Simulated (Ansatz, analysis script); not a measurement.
# Pt: how near to magnetism, part 2 of 2

Wanted: E(M), the field that holds each moment, and the spin susceptibility of Pt.

Ansatz 0.2.0; PBE, PAW set soft_1.

So far. Step 7 (Total moment fixed at 0.2 μB): The energy is 3.45 meV from the state without spin, and the largest site carries 0.201 μB.

## 8. Total moment fixed at 0.5 μB

Level of this step: Ansatz DFT, collinear, total moment fixed by two Fermi levels; PBE, PAW set soft_1; PAW set soft_1 (Ansatz).

input.yaml

```yaml
crystal:
  lattice:
    - [0.0, 1.9609, 1.9609]
    - [1.9609, 0.0, 1.9609]
    - [1.9609, 1.9609, 0.0]
  atoms:
    - { symbol: Pt, position: [0.0, 0.0, 0.0], spin: 0.5 }
magnetization:
  spin_polarized: true
  initial_magnetization: 0.5
  spin_locking: { lock_magnetization: hard }
kpoints:
  mp_grid: { grid: [17, 17, 17] }
hamiltonian:
  xc: pbe
  pseudopotentials: { kind: paw, azcp: { folder: soft_1 } }
scf:
  occupations: { method: fermi_dirac, width: 0.05 }
  max_iter: 120
  convergence: { dr2_threshold: 1.0e-08 }
  lower_state_search: "off"
basis:
  ecutwfc: 420.0
```

Started as:

```sh
ansatz run input.yaml --threads 1 --pin off --max-ram 2560MiB --backend cpu --events-out ev --progress --plain --runs-dir out
```

Numbers of over 12 decimals in the logs are rounded to 6 here.

What it wrote:

```text
[...]
Crystal: 1 atoms, lattice volume = 15.080 Å³
Basis set: ecut = 420 eV, 283 PW (Γ)
Bands: 14, of which v1, the nominal top of the filled ones, is band 9 counted from 1 (8 counted from 0)
Symmetry: 48 space group operations
[...]
k-points: 165 of 4913
[...]
Starting moments: Σ|m| = 0.5 μB on 1 of 1 site
[...]
Magnetization: 0.5000 μB (9.2500 up, 8.7500 down)
Absolute magnetization: 0.5116 μB (∫|ρ↑−ρ↓|, with the PAW one-centre terms)
[...]
Per-site moments (μB) at R_I (Å): [(0.499811, 1.143917)]
Free energy (F): -12524.671653 eV
[...]
Internal energy: -12524.660385 eV  (E = F + TS)
E sigma→0 (E₀):  -12524.666019 eV
Entropy (-TS):   -0.011268 eV (-11.268 meV/atom)
Fermi energy:    23.466819 (↑ 23.610980, ↓ 23.322659) eV
[...]
[key lines of the parts left out:]
SCF converged after 8 iterations
```

It took 2.9 s on 1 thread of Arm Neoverse V2, shared host; peak memory 0.26 GiB.

The energy is 29.5 meV from the state without spin, and the largest site carries 0.500 μB.

## 9. Total moment fixed at 0.9 μB

input.yaml, the sections that differ from step 8:

```yaml
crystal:
  lattice:
    - [0.0, 1.9609, 1.9609]
    - [1.9609, 0.0, 1.9609]
    - [1.9609, 1.9609, 0.0]
  atoms:
    - { symbol: Pt, position: [0.0, 0.0, 0.0], spin: 0.9 }
magnetization:
  spin_polarized: true
  initial_magnetization: 0.9
  spin_locking: { lock_magnetization: hard }
# kpoints, hamiltonian, scf, basis: as in step 8
```

What it wrote:

```text
[...]
Crystal: 1 atoms, lattice volume = 15.080 Å³
Basis set: ecut = 420 eV, 283 PW (Γ)
Bands: 14, of which v1, the nominal top of the filled ones, is band 9 counted from 1 (8 counted from 0)
Symmetry: 48 space group operations
[...]
k-points: 165 of 4913
[...]
Starting moments: Σ|m| = 0.9 μB on 1 of 1 site
[...]
Magnetization: 0.9000 μB (9.4500 up, 8.5500 down)
Absolute magnetization: 0.9011 μB (∫|ρ↑−ρ↓|, with the PAW one-centre terms)
[...]
Per-site moments (μB) at R_I (Å): [(0.875066, 1.143917)]
Free energy (F): -12524.512614 eV
[...]
Internal energy: -12524.507174 eV  (E = F + TS)
E sigma→0 (E₀):  -12524.509894 eV
Entropy (-TS):   -0.005439 eV (-5.439 meV/atom)
Fermi energy:    23.877337 (↑ 24.627541, ↓ 23.127134) eV
[...]
[key lines of the parts left out:]
SCF converged after 8 iterations
```

Elapsed: 3.1 s, on 1 thread; peak memory 0.26 GiB.

The energy is 189 meV from the state without spin, and the largest site carries 0.875 μB.

5 more runs differ from these in the same keys alone and are tabled below.

## 10. No field, tight threshold

A field gives a second route to the same curve. A thousand tesla shift each spin by 58 meV, and the threshold is tightened so that small induced moments are resolved.

input.yaml, the sections that differ from step 9:

```yaml
crystal:
  lattice:
    - [0.0, 1.9609, 1.9609]
    - [1.9609, 0.0, 1.9609]
    - [1.9609, 1.9609, 0.0]
  atoms:
    - { symbol: Pt, position: [0.0, 0.0, 0.0], spin: 0.3 }
magnetization:
  spin_polarized: true
scf:
  occupations: { method: fermi_dirac, width: 0.05 }
  max_iter: 120
  convergence: { dr2_threshold: 1.0e-10 }
  lower_state_search: "off"
# kpoints, hamiltonian, basis: as in step 9
```

What it wrote:

```text
[...]
Crystal: 1 atoms, lattice volume = 15.080 Å³
Basis set: ecut = 420 eV, 283 PW (Γ)
Bands: 14, of which v1, the nominal top of the filled ones, is band 9 counted from 1 (8 counted from 0)
Symmetry: 48 space group operations
[...]
k-points: 165 of 4913
[...]
Starting moments: Σ|m| = 0.3 μB on 1 of 1 site
[...]
SCF converged after 17 iterations
Magnetization: -0.0000 μB (9.0000 up, 9.0000 down)
Absolute magnetization: 0.0000 μB (∫|ρ↑−ρ↓|, with the PAW one-centre terms)
[...]
Per-site moments (μB) at R_I (Å): [(-5.28511382000199e-6, 1.143917)]
Free energy (F): -12524.701134 eV
[...]
Internal energy: -12524.686279 eV  (E = F + TS)
E sigma→0 (E₀):  -12524.693706 eV
Entropy (-TS):   -0.014855 eV (-14.855 meV/atom)
Fermi energy:    23.399700 eV
[...]
```

Elapsed: 5.4 s, on 1 thread; peak memory 0.26 GiB.

The net moment is 0 μB a cell.

## 11. Field of 1500 T

input.yaml, as its differences from that of step 10:

```diff
@@ -9,2 +9,3 @@
   spin_polarized: true
+  magnetic_field: 1500.0
 kpoints:
```

What it wrote:

```text
[...]
Crystal: 1 atoms, lattice volume = 15.080 Å³
Basis set: ecut = 420 eV, 283 PW (Γ)
Bands: 14, of which v1, the nominal top of the filled ones, is band 9 counted from 1 (8 counted from 0)
Symmetry: 48 space group operations
[...]
k-points: 165 of 4913
[...]
Starting moments: Σ|m| = 0.3 μB on 1 of 1 site
[...]
SCF converged after 12 iterations
Magnetization: 0.3607 μB (9.1804 up, 8.8196 down)
Absolute magnetization: 0.3713 μB (∫|ρ↑−ρ↓|, with the PAW one-centre terms)
[...]
Per-site moments (μB) at R_I (Å): [(0.362226, 1.143917)]
Free energy (F): -12524.718982 eV
[...]
Internal energy: -12524.707109 eV  (E = F + TS)
E sigma→0 (E₀):  -12524.713045 eV
Entropy (-TS):   -0.011872 eV (-11.872 meV/atom)
Fermi energy:    23.437776 eV
[...]
```

Run time: 3.7 s. Hardware: 1 thread; peak memory 0.26 GiB.

The net moment is 0.361 μB a cell.

The other 2 runs of this kind were made alike; their results stand in the table below.

## 12. E(M) and M(B)

Table of energy less the state without spin by total moment:

```tsv
total moment (μB/cell)	energy less the state without spin (meV/cell)
0.000	0
0.100	0.749
0.200	3.45
0.300	8.80
0.400	17.2
0.500	29.5
0.600	46.0
0.700	68.8
0.800	120
0.900	189
```

The field that holds a moment is half the difference of the two Fermi levels over μB.

Table of field that holds the moment by total moment:

```tsv
total moment (μB/cell)	field that holds the moment (T)
0.100	273
0.200	684
0.300	1169
0.400	1758
0.500	2491
0.600	3264
0.700	5002
0.800	10941
0.900	12960
```

The total moment by field:

```tsv
field (T)	total moment (μB/cell)
0	-5.3e-6
300	0.108
600	0.182
1500	0.361
```

Three Landau terms miss the curve as a whole or at its small-moment end, and no Stoner analysis is made here.

## 13. Summary of results

| Property | Result |
| --- | --- |
| state of the free run | non-magnetic |
| net moment of the free run | 0 μB |
| energy of the free run from the state without spin | 0 meV a cell |
| lowest of the fixed moments tried | M = 0 μB, 0 meV |
| dM/dB between 0 and 300 T | 0.360 μB a cell per 1000 T |

**Reading.** From parallel starts in this cell no moment survives, so no ferromagnetic state is found at this level (opposed orders were not tried); a cell moment of 0.5 μB costs 29 meV. E(M) is lowest at M = 0 and costs 189 meV at 0.9 μB. The two routes can be compared: 1500 T induce 0.361 μB, and the fixed-moment runs need about 1509 T for that moment, by interpolation. The field acts on spins alone. The 13 fixed-moment and field runs took 44 s of wall time, added up. Energies are free energies at a smearing of 0.05 eV, and with partly filled levels differences shift, at times strongly, as the smearing goes to zero. In doubt: the program's search for lower states was switched off, so a lower magnetic state than those reached may exist.

[Logs and program files are shortened in this print: banners, set-up blocks, solver, clock and traceback lines can be left out without a mark of their own.]

[Logs are printed without paths, hosts, clocks, repeated set-up lines and the standing remarks that a program may print on its own settings, such as how far it seeks lower states.]

[Hosts, paths, dates, database ids (printed as entryN), source tags and the programs' standing remarks are cut or masked in the printed files.]
